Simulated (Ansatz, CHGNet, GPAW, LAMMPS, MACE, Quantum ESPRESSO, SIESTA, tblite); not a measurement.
**Quantum ESPRESSO runs on glassy 61Al2O3-39P2O5 (mol %) (104 atoms)**

Wanted: Quantum ESPRESSO inputs and outputs for glassy 61Al2O3-39P2O5 (mol %) (104 atoms), checked against a plane-wave reference.

Program: Quantum ESPRESSO 7.5. Level of theory: the method is named at each step. Results are calculated unless marked as measured.

## (1) Set-up

The cell holds 104 atoms: 22 Al, 14 P and 68 O. Cell: a = 10.928 Å, b = 10.928 Å, c = 10.928 Å, α = 90.0°, β = 90.0°, γ = 90.0°. 104 atoms (22 Al, 14 P, 68 O) placed at random at 2.66 g/cm³, melted at 4000 K for 10 ps at fixed volume with the Morse and Coulomb pair potential with partial charges (Pedone, Malavasi, Menziani, Cormack and Segre, J. Phys. Chem. B 110, 11780 (2006)). Quenched from 4000 K to 300 K at 50 K/ps and fixed volume, held 10 ps at zero pressure.

The yardstick, on the same geometry:

* method: Kohn-Sham DFT, PBE, PAW, plane waves (Ansatz 0.2.0); cutoff 420 eV, Γ point, fermi-dirac smearing of 0.05 eV; PAW set soft_2
* r.m.s. force component: 1.123 eV/Å
* longest force: 4.833 eV/Å
* pressure: 4.807 GPa
* gap (highest filled to lowest empty level): 3.341 eV
* SCF cycles: 9
* time: 18 s on 4 threads of Arm Neoverse V2, shared host
* CPU time: 67 s

## (2) PBE, sssp-1.3.0-efficiency, 60/480 Ry

Method: Kohn-Sham DFT, PBE, SSSP efficiency 1.3.0 pseudopotentials, plane waves.

pw.in reads:

```
&control
  calculation = 'scf'
  pseudo_dir = './pseudo'
  outdir = './tmp'
  disk_io = 'none'
  tprnfor = .true.
  tstress = .true.
/
&system
  ibrav = 0
  nat = 104
  ntyp = 3
  ecutwfc = 60
  ecutrho = 480
  nosym = .true.
  occupations = 'smearing'
  smearing = 'fd'
  degauss = 0.003675
/
&electrons
  conv_thr = 5.2e-07
  electron_maxstep = 100
  mixing_beta = 0.4
  mixing_mode = 'plain'
  diagonalization = 'david'
/
ATOMIC_SPECIES
Al 26.982 Al.upf
P 30.974 P.upf
O 15.999 O.upf
CELL_PARAMETERS angstrom
10.92802 0.00000 0.00000
0.00000 10.92802 0.00000
0.00000 0.00000 10.92802
ATOMIC_POSITIONS crystal
Al 0.18532 0.50291 0.35003
Al 0.85571 0.07066 0.49822
Al 0.47070 0.58053 0.27548
Al 0.36452 0.76912 0.05267
Al 0.83312 0.61063 0.56616
Al 0.15697 0.46730 0.61810
Al 0.99459 0.76715 0.69737
Al 0.27662 0.64047 0.78106
Al 0.42135 0.07772 0.24049
Al 0.80724 0.28159 0.32679
Al 0.84517 0.79690 0.11018
Al 0.40297 0.47498 0.05782
Al 0.52778 0.55409 0.82933
Al 0.23680 0.20688 0.34943
Al 0.06100 0.71872 0.45157
Al 0.50954 0.32471 0.33190
Al 0.80892 0.19133 0.81788
Al 0.78292 0.95754 0.74825
Al 0.99837 0.57503 0.83739
Al 0.37176 0.89084 0.66720
Al 0.08685 0.10983 0.88750
Al 0.34974 0.66076 0.48443
P 0.77685 0.54289 0.22207
P 0.09519 0.82969 0.96212
P 0.61804 0.81054 0.91482
P 0.68632 0.94693 0.31298
P 0.44105 0.38018 0.61474
P 0.89616 0.33710 0.58395
P 0.02614 0.21863 0.14277
P 0.13909 0.07178 0.59670
P 0.10327 0.48788 0.10148
P 0.75266 0.44097 0.95956
P 0.36112 0.19611 0.97510
P 0.58491 0.75653 0.50411
P 0.51561 0.13957 0.74965
P 0.25629 0.87078 0.31954
O 0.00936 0.03265 0.54609
O 0.74802 0.88821 0.20409
O 0.88734 0.06295 0.82859
O 0.62105 0.47297 0.93182
O 0.32538 0.80809 0.42331
O 0.32477 0.84402 0.20227
O 0.90902 0.21663 0.22259
O 0.19473 0.15766 0.49866
O 0.02658 0.37543 0.58981
O 0.86409 0.83749 0.71490
O 0.56569 0.00612 0.27007
O 0.73631 0.77889 0.98324
O 0.14527 0.52723 0.77339
O 0.40419 0.32577 0.99439
O 0.27981 0.00734 0.32490
O 0.48029 0.38994 0.47945
O 0.32838 0.62410 0.62516
O 0.59049 0.69845 0.83488
O 0.51026 0.66734 0.42739
O 0.64794 0.57776 0.26503
[... 44 atom lines left out ...]
O 0.09037 0.78739 0.59066
O 0.87607 0.24498 0.48204
O 0.49381 0.81416 0.58807
O 0.84667 0.65445 0.18053
K_POINTS gamma
```

Started as:

```console
OMP_NUM_THREADS=1 mpirun -np 4 pw.x -in pw.in > output.txt
```

Output:

```text
Program PWSCF
     gamma-point specific algorithms are used
     one sub-group per band group will be used
     scalapack distributed-memory algorithm (size of sub-group:  2*  2 procs)
     Parallelization info
     sticks:   dense  smooth     PW     G-vecs:    dense   smooth      PW
     Min        4062    2027    505               390711   138078   17247
     Max        4072    2030    508               390714   138088   17256
     Sum       16273    8113   2029              1562849   552341   68999
     bravais-lattice index     =            0
     lattice parameter (alat)  =      20.6510  a.u.
     unit-cell volume          =    8806.8590 (a.u.)^3
     number of atoms/cell      =          104
     number of atomic types    =            3
     number of electrons       =       544.00
     number of Kohn-Sham states=          326
     kinetic-energy cutoff     =      60.0000  Ry
     charge density cutoff     =     480.0000  Ry
     scf convergence threshold =      5.2E-07
     mixing beta               =       0.4000
     number of iterations used =            8  plain     mixing
     Exchange-correlation= SLA  PW   PBX  PBC
                           (   1   4   3   4   0   0   0)
     crystal axes: (cart. coord. in units of alat)
               a(1) = (   1.000000   0.000000   0.000000 )
               a(2) = (   0.000000   1.000000   0.000000 )
               a(3) = (   0.000000   0.000000   1.000000 )
     reciprocal axes: (cart. coord. in units 2 pi/alat)
               b(1) = (  1.000000  0.000000  0.000000 )
               b(2) = (  0.000000  1.000000  0.000000 )
               b(3) = (  0.000000  0.000000  1.000000 )
     PseudoPot. # 1 for Al:
     Pseudo is Projector augmented-wave + core cor, Zval =  3.0
     PseudoPot. # 2 for P :
     Pseudo is Ultrasoft + core correction, Zval =  5.0
     PseudoPot. # 3 for O :
     Pseudo is Projector augmented-wave + core cor, Zval =  6.0
     atomic species   valence    mass     pseudopotential
     Al                3.00    26.98200     Al( 1.00)
     P                 5.00    30.97400     P ( 1.00)
     O                 6.00    15.99900     O ( 1.00)
     No symmetry found
   Cartesian axes
     number of k points=     1  Fermi-Dirac smearing, width (Ry)=  0.0037
                       cart. coord. in units 2pi/alat
        k(    1) = (   0.0000000   0.0000000   0.0000000), wk =   2.0000000
     Dense  grid:   781425 G-vectors     FFT dimensions: ( 150, 150, 150)
     Smooth grid:   276171 G-vectors     FFT dimensions: ( 108, 108, 108)
     Initial potential from superposition of free atoms
     starting charge     543.9473, renormalised to     544.0000
     Starting wfcs are  416 randomized atomic wfcs
     Self-consistent Calculation
     iteration #  1     ecut=    60.00 Ry     beta= 0.40
     total energy              =   -3901.11122110 Ry
     estimated scf accuracy    <      28.24887761 Ry
     iteration #  2     ecut=    60.00 Ry     beta= 0.40
     total energy              =   -3907.71013983 Ry
     estimated scf accuracy    <       1.00255194 Ry
     iteration #  3     ecut=    60.00 Ry     beta= 0.40
     total energy              =   -3907.80143517 Ry
     estimated scf accuracy    <       0.46793603 Ry
     iteration #  4     ecut=    60.00 Ry     beta= 0.40
     total energy              =   -3907.86889047 Ry
     estimated scf accuracy    <       0.07684634 Ry
     iteration #  5     ecut=    60.00 Ry     beta= 0.40
     total energy              =   -3907.86281097 Ry
     estimated scf accuracy    <       0.02415796 Ry
     iteration #  6     ecut=    60.00 Ry     beta= 0.40
     total energy              =   -3907.86578678 Ry
     estimated scf accuracy    <       0.00141334 Ry
     iteration #  7     ecut=    60.00 Ry     beta= 0.40
     total energy              =   -3907.86635638 Ry
     estimated scf accuracy    <       0.00090650 Ry
     iteration #  8     ecut=    60.00 Ry     beta= 0.40
     total energy              =   -3907.86652327 Ry
     estimated scf accuracy    <       0.00002475 Ry
     iteration #  9     ecut=    60.00 Ry     beta= 0.40
     total energy              =   -3907.86653214 Ry
     estimated scf accuracy    <       0.00005557 Ry
     iteration # 10     ecut=    60.00 Ry     beta= 0.40
     total energy              =   -3907.86654146 Ry
     estimated scf accuracy    <       0.00000132 Ry
     iteration # 11     ecut=    60.00 Ry     beta= 0.40
     total energy              =   -3907.86654212 Ry
     estimated scf accuracy    <       0.00000200 Ry
     iteration # 12     ecut=    60.00 Ry     beta= 0.40
     End of self-consistent calculation
          k = 0.0000 0.0000 0.0000 ( 34500 PWs)   bands (ev):
   -19.2126 -19.1120 -18.6041 -18.5223 -18.5051 -18.3573 -18.1747 -18.1279
   -17.7591 -17.3658 -17.2369 -17.2198 -17.0895 -16.8342 -16.5377 -16.5166
   -16.4331 -16.3294 -16.0084 -16.0042 -15.9357 -15.9321 -15.9012 -15.8294
   -15.6838 -15.6589 -15.6346 -15.5978 -15.5578 -15.5115 -15.4352 -15.4104
   -15.3723 -15.2839 -15.2403 -15.2188 -15.1879 -15.0923 -15.0877 -14.9803
   -14.9057 -14.8377 -14.7392 -14.7362 -14.6835 -14.6736 -14.6359 -14.5140
   -14.4859 -14.3613 -14.2894 -14.1791 -14.0300 -14.0241 -13.7589 -13.6532
   -13.5211 -13.5077 -13.1043 -12.9454 -12.7567 -12.7423 -12.1591 -12.1194
   -11.9280 -11.7800 -11.7520 -11.5826  -8.8296  -8.5791  -7.9441  -7.8064
    -7.5119  -6.5767  -6.3427  -6.0735  -5.5933  -5.5512  -5.4399  -5.3104
    -5.1976  -5.0190  -4.9255  -4.7566  -4.6646  -4.5522  -4.4344  -4.3854
    -4.3076  -4.2033  -4.1420  -4.0384  -4.0240  -3.9404  -3.8873  -3.7871
[...]
9.8353   9.9472   9.9925  10.1158  10.2056  10.3734  10.4174  10.4978
    10.6071  10.7160  10.7361  10.7770  10.8775  10.8915  10.9612  10.9823
    11.0644  11.1031  11.1228  11.1695  11.1924  11.2736  11.3643  11.3814
    11.4598  11.5161  11.5841  11.6275  11.7276  11.7323  11.7749  11.8154
    11.8415  11.8682  11.8908  11.9263  11.9887  12.0414  12.1007  12.1296
    12.1633  12.2029  12.2405  12.3101  12.3923  12.4326
     the Fermi energy is     5.7915 ev
!    total energy              =   -3907.86654257 Ry
     estimated scf accuracy    <       0.00000002 Ry
     smearing contrib. (-TS)   =      -0.00000000 Ry
     internal energy E=F+TS    =   -3907.86654257 Ry
     The total energy is F=E-TS. E is the sum of the following terms:
     one-electron contribution =   -1354.52352871 Ry
     hartree contribution      =     981.01820148 Ry
     xc contribution           =    -638.02273710 Ry
     ewald contribution        =   -1487.64991513 Ry
     one-center paw contrib.   =   -1408.68856310 Ry
     convergence has been achieved in  12 iterations
     Forces acting on atoms (cartesian axes, Ry/au):
     atom    1 type  1   force =     0.01139260    0.00433386   -0.03772730
     atom    2 type  1   force =     0.09508302    0.00322550    0.15744176
     atom    3 type  1   force =     0.07506083   -0.00419163   -0.06786681
     atom    4 type  1   force =     0.04322749   -0.02880154    0.05793954
     atom    5 type  1   force =    -0.00979121    0.01428124    0.00301855
     atom    6 type  1   force =    -0.00089359    0.04529187   -0.01333107
     atom    7 type  1   force =    -0.06016462    0.02640539    0.05593212
     atom    8 type  1   force =     0.02694991    0.03352000   -0.05444464
     atom    9 type  1   force =    -0.00277040   -0.05701429    0.00719365
     atom   10 type  1   force =    -0.01516932    0.05224006   -0.01746744
     atom   11 type  1   force =    -0.03852773   -0.00038296   -0.05610162
     atom   12 type  1   force =    -0.04806555    0.02933697    0.03228309
[...]
atom  100 type  3   force =     0.02219273   -0.04358004    0.04824735
     atom  101 type  3   force =     0.12851695    0.02922364   -0.10229502
     atom  102 type  3   force =    -0.03899906   -0.09494669   -0.12805285
     atom  103 type  3   force =     0.00326991    0.02924881    0.02359819
     atom  104 type  3   force =     0.05490831    0.02677380    0.02941459
     Total force =     0.797240     Total SCF correction =     0.000220
     Computing stress (Cartesian axis) and pressure
          total   stress  (Ry/bohr**3)                   (kbar)     P=       55.20
   0.00016593  -0.00004292  -0.00005554           24.41       -6.31       -8.17
  -0.00004292   0.00057672   0.00017777           -6.31       84.84       26.15
  -0.00005554   0.00017777   0.00038299           -8.17       26.15       56.34
     Message from routine punch:
     Nothing written, as per user request (disk_io='none')
```

The job ended after 4.4 min (4 MPI ranks of Arm Neoverse V2, shared host; peak memory 4.3 GiB).

Banners, paths, timers and routine set-up lines are dropped from the logs unmarked, and long logs keep their key lines alone; longer cuts are marked.

Compared with the plane-wave run:

* r.m.s. force component: 1.16 eV/Å
* r.m.s. difference of force components: 73.13 meV/Å
* longest difference of force vectors: 262.9 meV/Å
* force difference over r.m.s. force: 6.509 %
* slope of forces against the reference's: 1.031
* correlation of force components: 0.9985
* gap (highest filled to lowest empty level): 3.349 eV
* gap difference: 0.008 eV
* pressure: 5.52 GPa
* pressure difference: 0.7129 GPa

Length of the force difference by element (eV/Å):

```
element  atoms   mean  most
     Al     22  0.086  0.19
      O     68   0.13  0.26
      P     14  0.071  0.12
```

Levels nearest the highest filled one (eV from it): -1.05, -0.90, -0.77, -0.74, -0.68, -0.51, -0.42, -0.36, -0.31, -0.22, -0.14, 0.00, 3.35, 4.55, 4.67, 4.91, 5.01, 5.19, 5.24, 5.33, 5.53, 5.64, 5.69, 5.81.

A closer look about Al3, which has 5 bonded neighbours where the commonest count for Al is 4: 9 atoms, nearest first, numbered in the order of the input, with positions taken from that point.

```
atom      x      y      z  distance (Å)  bonds     Fx     Fy  Fz (eV/Å)
 Al3   0.00   0.00   0.00          0.00      5   1.93  -0.11      -1.74
 O58  -1.54  -0.13   0.79          1.73      3  -0.16   1.00       0.95
 O75  -0.01  -1.70  -0.69          1.83      3   0.02   0.25      -0.26
 O72  -0.43   0.56  -1.70          1.84      3  -0.19  -0.05      -0.06
 O56   1.94  -0.03  -0.11          1.94      2   0.42   0.12       0.05
 O55   0.43   0.95   1.66          1.96      3  -0.75  -1.43      -1.31
Al12  -0.74  -1.15  -2.38          2.75      5  -1.24   0.75       0.83
Al22  -1.32   0.88   2.28          2.78      4  -0.42   0.47      -2.74
Al16   0.42  -2.80   0.62          2.89      4   0.35   0.23      -0.13
```

Forces lie 6.5 % from the reference's, at 16 times its CPU time.

## (3) PBE, sssp-1.3.0-efficiency, 30/240 Ry

Method: Kohn-Sham DFT, PBE, SSSP efficiency 1.3.0 pseudopotentials, plane waves.

pw.in: that of step 2 with these lines changed.

```diff
@@ -12,4 +12,4 @@
   ntyp = 3
-  ecutwfc = 60
-  ecutrho = 480
+  ecutwfc = 30
+  ecutrho = 240
   nosym = .true.
```

Started as:

```console
OMP_NUM_THREADS=1 mpirun -np 2 pw.x -in pw.in > output.txt
```

Output:

```text
[banner, memory and clock lines left out]
Program PWSCF
     gamma-point specific algorithms are used
     bravais-lattice index     =            0
     lattice parameter (alat)  =      20.6510  a.u.
     unit-cell volume          =    8806.8590 (a.u.)^3
[... lines left out ...]
     number of k points=     1  Fermi-Dirac smearing, width (Ry)=  0.0037
[... lines left out ...]
     total energy              =   -3898.09677331 Ry
[... lines left out ...]
     total energy              =   -3903.43618941 Ry
[... lines left out ...]
     total energy              =   -3903.46144197 Ry
[... lines left out ...]
     total energy              =   -3903.49433523 Ry
[... lines left out ...]
     total energy              =   -3903.49433660 Ry
[... lines left out ...]
     the Fermi energy is     5.7733 ev
!    total energy              =   -3903.49433685 Ry
[... lines left out ...]
     smearing contrib. (-TS)   =      -0.00000000 Ry
     internal energy E=F+TS    =   -3903.49433685 Ry
     The total energy is F=E-TS. E is the sum of the following terms:
     one-electron contribution =   -1346.36147056 Ry
     hartree contribution      =     976.99656265 Ry
     xc contribution           =    -637.25890973 Ry
     ewald contribution        =   -1487.64991707 Ry
     one-center paw contrib.   =   -1409.22060214 Ry
     convergence has been achieved in  10 iterations
     Forces acting on atoms (cartesian axes, Ry/au):
     atom    1 type  1   force =     0.01145226    0.00359860   -0.03792688
     atom    2 type  1   force =     0.09480460    0.00255600    0.15708145
     atom    3 type  1   force =     0.07502883   -0.00346585   -0.06743994
[...]
atom  103 type  3   force =     0.00084923    0.02769925    0.02570232
     atom  104 type  3   force =     0.05658246    0.02713512    0.02617573
     Total force =     0.799339     Total SCF correction =     0.001337
     Computing stress (Cartesian axis) and pressure
          total   stress  (Ry/bohr**3)                   (kbar)     P=     -319.88
  -0.00237517  -0.00003899  -0.00005677         -349.40       -5.74       -8.35
  -0.00003899  -0.00198079   0.00017447           -5.74     -291.38       25.67
  -0.00005677   0.00017447  -0.00216754           -8.35       25.67     -318.86
     Message from routine punch:
     Nothing written, as per user request (disk_io='none')
```

Run time: 2.6 min. Hardware: 2 MPI ranks; peak memory 1.5 GiB.

Against the reference:

```yaml
r_m_s_force_component: 1.164 eV/Å
r_m_s_difference_of_force_components: 98.87 meV/Å
longest_difference_of_force_vectors: 377.4 meV/Å
force_difference_over_r_m_s_force: 8.801 %
slope_of_forces_against_the_reference_s: 1.032
correlation_of_force_components: 0.9969
spacing_of_highest_filled_and_lowest_empty_level: 3.284 eV
gap_difference: -0.0571 eV
pressure: -31.99 GPa
pressure_difference: -36.79 GPa
energy_less_the_same_level_run_s: 572 meV/atom
r_m_s_force_difference_from_the_same_level_run: 41.86 meV/Å
```

This is a coarse setting, run to see what it loses.

Against the first run (6.5 %), the force difference from the reference is 8.8 %, at 0.30 times the CPU time (on 2 against 4 cores): the cutoff matters here.

## (4) The ladder

Differences are against the plane-wave reference, forces as r.m.s. over components; share is that over the reference's r.m.s. force, slope the least-squares factor from reference forces to these. Total energies of different programs have different zeros and aren't compared.

| run | Δ force, r.m.s. (meV/Å) | share (%) | slope | Δ pressure (GPa) | Δ gap (eV) | cores | CPU time | memory (GiB) |
| --- | --- | --- | --- | --- | --- | --- | --- | --- |
| reference | - | - | - | - | - | 4 | 67 s | 1.6 |
| QE PBE, sssp-1.3.0-efficiency, 60/480 Ry | 73.1 | 6.51 | 1.031 | 0.713 | 0.008 | 4 | 18 min | 4.3 |
| QE PBE, sssp-1.3.0-efficiency, 30/240 Ry (coarse) | 98.9 | 8.80 | 1.032 | -36.8 | -0.0571 | 2 | 5.3 min | 1.5 |

Rows marked coarse were listed beforehand as settings not expected to be converged; some can still land near the reference.

CPU time is summed over cores on a shared host, where runs went side by side, so it is rough. Symmetry, cutoffs, thresholds, outputs and thread counts weren't matched or tuned between programs; memory under MPI is the largest rank's times the ranks.

Within one program, basis, potentials and functional, energies share a zero. Each run against its twin at the usual cutoff or grid and solver:

```csv
run,twin,Δ energy (meV/atom),"Δ force, r.m.s. (meV/Å)",CPU time over the twin's
"QE PBE, sssp-1.3.0-efficiency, 30/240 Ry","sssp-1.3.0-efficiency, 60/480 Ry",572,41.9,0.3 (this twin ran on 4 cores)
```

## (5) Outcome

```yaml
nearest_in_forces: QE PBE, sssp-1.3.0-efficiency, 60/480 Ry, 6.5 %
its_cpu_time: 18 min
```

PBE on plane waves or a grid with other potentials, cutoffs or grids, coarse settings apart, differs from the reference by 6.5 % (QE PBE, sssp-1.3.0-efficiency, 60/480 Ry) of the r.m.s. force; potentials, valence shells or grid differ, and the table alone doesn't part them (QE's 60 Ry are 816 eV, against the reference's 420 eV). Runs with settings chosen to be coarse differ by 8.8 % (QE PBE, sssp-1.3.0-efficiency, 30/240 Ry), their programs' other errors included. None of the electronic-structure runs in the table takes under half the reference's CPU time of 67 s; they take 4.7 to 16 times as much. At the same functional, gaps differ from the reference's 3.34 eV by between -0.06 and +0.01 eV. In pressure, QE PBE, sssp-1.3.0-efficiency, 30/240 Ry misses by -36.8 GPa, at the same functional; a cutoff this low leaves a large Pulay stress. In our tests on small cells the SSSP efficiency potentials stood apart from two norm-conserving sets, for C–F bonds most and for P–O bonds less, so differences between them and other runs here needn't be the other run's error. The quench rate of 50 K/ps is many orders above laboratory rates, so the cell is likely richer in defects and strain than a real sample. The network of bonds at the start is that of the classical potential that made the cell, and needn't be the one that DFT or experiment would give. The reference's stress is far from hydrostatic: its diagonal is 1.7, 7.8, 4.9 GPa, compression counted positive. The electronic-structure runs sample only Γ, in a cell whose shortest periodic width is 11 Å.

[Also dropped from logs without a mark: logging warnings of Python, and SIESTA's first energy breakdown and zero terms.]

[Logs are printed without paths, hosts, clocks, repeated set-up lines and the standing remarks that a program may print on its own settings, such as how far it seeks lower states.]

[Hosts, paths, dates, database ids (printed as entryN), source tags and the programs' standing remarks are cut or masked in the printed files.]
